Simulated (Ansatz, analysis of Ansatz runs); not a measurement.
# Migration in MgH2 (P4_2/mnm): V_Mg hop (3.0 Å), charge −2, part 2 of 3

Wanted: path and barrier of a jump of Mg in MgH2 (P4_2/mnm) at charge −2. The case: V_Mg hop (3.0 Å), in a cell of 72 host atoms with 1 Mg taken out.

Ansatz 0.2.0; plane-wave PAW DFT, r2SCAN; nudged elastic band between two relaxed defect structures at fixed charge in a uniform background.

So far: The starting structure; Relaxation of the start point, charge −2.

## (3) Relaxation of the end point, charge −2

Level of this step: plane-wave PAW DFT, r2SCAN; relaxation of all atoms of a defect supercell at fixed charge in a uniform background (Ansatz).

The end point is relaxed in the same cell and settings, so that the two energies compare. Atoms more than 3.2 Å from the middle of the hop start where the first relaxation left them, the nearer ones on or close to their ideal places, with small random displacements.

qm2.end/input.yaml

```yaml
crystal:
  lattice:
    - [8.97000988, 0.0, 0.0]
    - [0.0, 8.97000988, 0.0]
    - [0.0, 0.0, 8.98962369]
  atoms:
    - { symbol: Mg, position: [0.25001242, 0.24999122, 0.1659481] }
    - { symbol: Mg, position: [4.15e-06, 6.61e-06, -0.0011085] }
[... 4 atom lines left out ...]
    - { symbol: Mg, position: [0.25, 0.25, 0.5] }
[... 1 atom line left out ...]
    - { symbol: H, position: [0.34769609, 0.34769609, 0.33333333] }
[... 5 atom lines left out ...]
    - { symbol: H, position: [0.34769609, 0.34769609, 0.66666667] }
[... 9 atom lines left out ...]
    - { symbol: Mg, position: [0.25, 0.75, 0.5] }
[... 2 atom lines left out ...]
    - { symbol: H, position: [0.40230391, 0.59769609, 0.5] }
[... 13 atom lines left out ...]
    - { symbol: H, position: [0.5974924, 0.40251717, 0.16595712] }
    - { symbol: Mg, position: [0.75, 0.25, 0.5] }
[... 4 atom lines left out ...]
    - { symbol: H, position: [0.59769609, 0.40230391, 0.5] }
[... 12 atom lines left out ...]
    - { symbol: Mg, position: [0.75, 0.75, 0.5] }
    - { symbol: Mg, position: [0.5, 0.5, 0.666667] }
[... 2 atom lines left out ...]
    - { symbol: H, position: [0.65230391, 0.65230391, 0.33333333] }
[... 4 atom lines left out ...]
    - { symbol: H, position: [0.65230391, 0.65230391, 0.66666667] }
    - { symbol: H, position: [0.59638025, 0.90312379, 0.83401091] }
total_charge: -2
basis:
  ecutwfc: 500
  xc_grid: 2
hamiltonian:
  xc: r2scan
kpoints:
  mp_grid: { grid: [1, 1, 1] }
scf:
  occupations: { method: fixed }
  max_iter: 150
output:
  forces: true
relax:
  f_tol: 0.02
  max_steps: 70
  random_displacement: { amplitude: 0.01, seed: 2212 }
```

Run with:

```bash
ansatz run input.yaml --threads 4 --pin off --max-ram 14131MiB --backend cpu --events-out ev --progress --plain --runs-dir out
```

Numbers of over 12 decimals in the logs are rounded to 6 here.

The program printed:

```text
[...]
Crystal: 71 atoms, lattice volume = 723.315 Å³
Basis set: ecut = 500 eV, 18333 PW (Γ), exchange–correlation on 144×144×144 points (8 copies of the dense FFT grid, shifted against one another)
Bands: 211, of which v1, the nominal top of the filled ones, is band 140 counted from 1 (139 counted from 0)
Symmetry: 1 space group operations
k-points: 1
[...]
SCF iter   1: F=—  HF=-45078.928028 eV  |F-HF|=—  |Δ(HF+E_count)|=         —  Δρ=1.34e-2  dr2=1.69e0  dr2_τ=1.34e-1  ethr=1.77e-3  ⟨swp⟩=7.0  Hψ=591  notcnv=0  defer=68
[...]
SCF iter   6: F=-45078.885010 eV  HF=-45078.885010 eV  |F-HF|=2.65e-7  |Δ(HF+E_count)|=   9.66e-6  Δρ=8.76e-6  dr2=4.44e-7  dr2_τ=9.46e-9  ethr=3.57e-9  ⟨swp⟩=4.0  Hψ=464  notcnv=0
SCF 1 converged in 6 iterations: F = -45078.885010 eV  dr2 = 4.44e-7
[...]
F+E_penalty+E_count = -45080.22604374 eV   max|allowed force component| = 5.228e-3 eV/Å
  atoms:
    - { symbol: Mg, position: [0.255144, 0.255208, 0.170096] }
    - { symbol: Mg, position: [-0.000104, -3.8955917054741846e-5, 0.000285] }
[...]
- { symbol: Mg, position: [0.255138, 0.255196, 0.496403] }
    [... 1 atom left out ...]
    - { symbol: H, position: [0.341160, 0.341189, 0.333257] }
[...]
- { symbol: H, position: [0.345112, 0.345186, 0.669587] }
[...]
- { symbol: Mg, position: [0.252292, 0.747557, 0.500689] }
[...]
- { symbol: H, position: [0.393477, 0.606415, 0.520320] }
[...]
- { symbol: Mg, position: [0.747477, 0.252372, 0.500699] }
    [... 4 atoms left out ...]
    - { symbol: H, position: [0.606315, 0.393539, 0.520315] }
    [... 13 atoms left out ...]
    - { symbol: Mg, position: [0.499882, 0.499959, 0.656853] }
    [... 2 atoms left out ...]
    - { symbol: H, position: [0.658642, 0.658696, 0.333250] }
    [... 4 atoms left out ...]
    - { symbol: H, position: [0.654666, 0.654725, 0.669599] }
    [... 1 atom left out ...]
[key lines of the parts left out:]
SCF converged after 5 iterations
Free energy (F): -45080.226044 eV
Fermi energy:    1.577252 eV
```

It took 22 s on 4 threads of Arm Neoverse V1, shared host; peak memory 0.99 GiB.

Relaxation path:

```
step  energy less that of the first step (eV)  largest force component (eV/Å)
   1                                   0.0000                          2.7936
   2                                  -1.2033                          0.3779
   3                                  -1.3385                          0.0314
   4                                  -1.3410                          0.0052
```

The atoms that moved most (Å, from the sites as typed, ahead of the random displacement):

```
atom      dx      dy      dz  length
 H28  -0.078   0.079   0.182   0.213
 H48   0.078  -0.078   0.182   0.213
 H42   0.080  -0.080  -0.179   0.212
 H22  -0.080   0.080  -0.178   0.212
 H34   0.080  -0.080  -0.178   0.211
 H54  -0.082   0.079  -0.177   0.211
Mg56   0.000   0.000   0.181   0.181
Mg62   0.000   0.000  -0.089   0.089
```

Neighbours of Mg62 at the end:

```
atom  distance (Å)
 H48         1.825
 H28         1.825
 H15         1.967
 H70         1.967
 H34         2.011
 H54         2.011
Mg56         3.171
Mg61         3.423
 Mg7         3.424
Mg43         3.440
Mg25         3.440
```

Numbers from this step:

* free energy: -45080.2260 eV
* r.m.s. move of the farther half of the atoms: 0.03842 Å
* largest move from the ideal geometry of this structure, a common shift of the far atoms taken out: 0.2261 Å

The relaxation gained 1.341 eV and ended with a largest force component of 0.0052 eV/Å. The end lies within 1 meV of the start.

(Part 2 of 3 ends here.)

[Logs are printed without paths, hosts, clocks, repeated set-up lines and the standing remarks that a program may print on its own settings, such as how far it seeks lower states.]

[Hosts, paths, dates, database ids (printed as entryN), source tags and the programs' standing remarks are cut or masked in the printed files.]
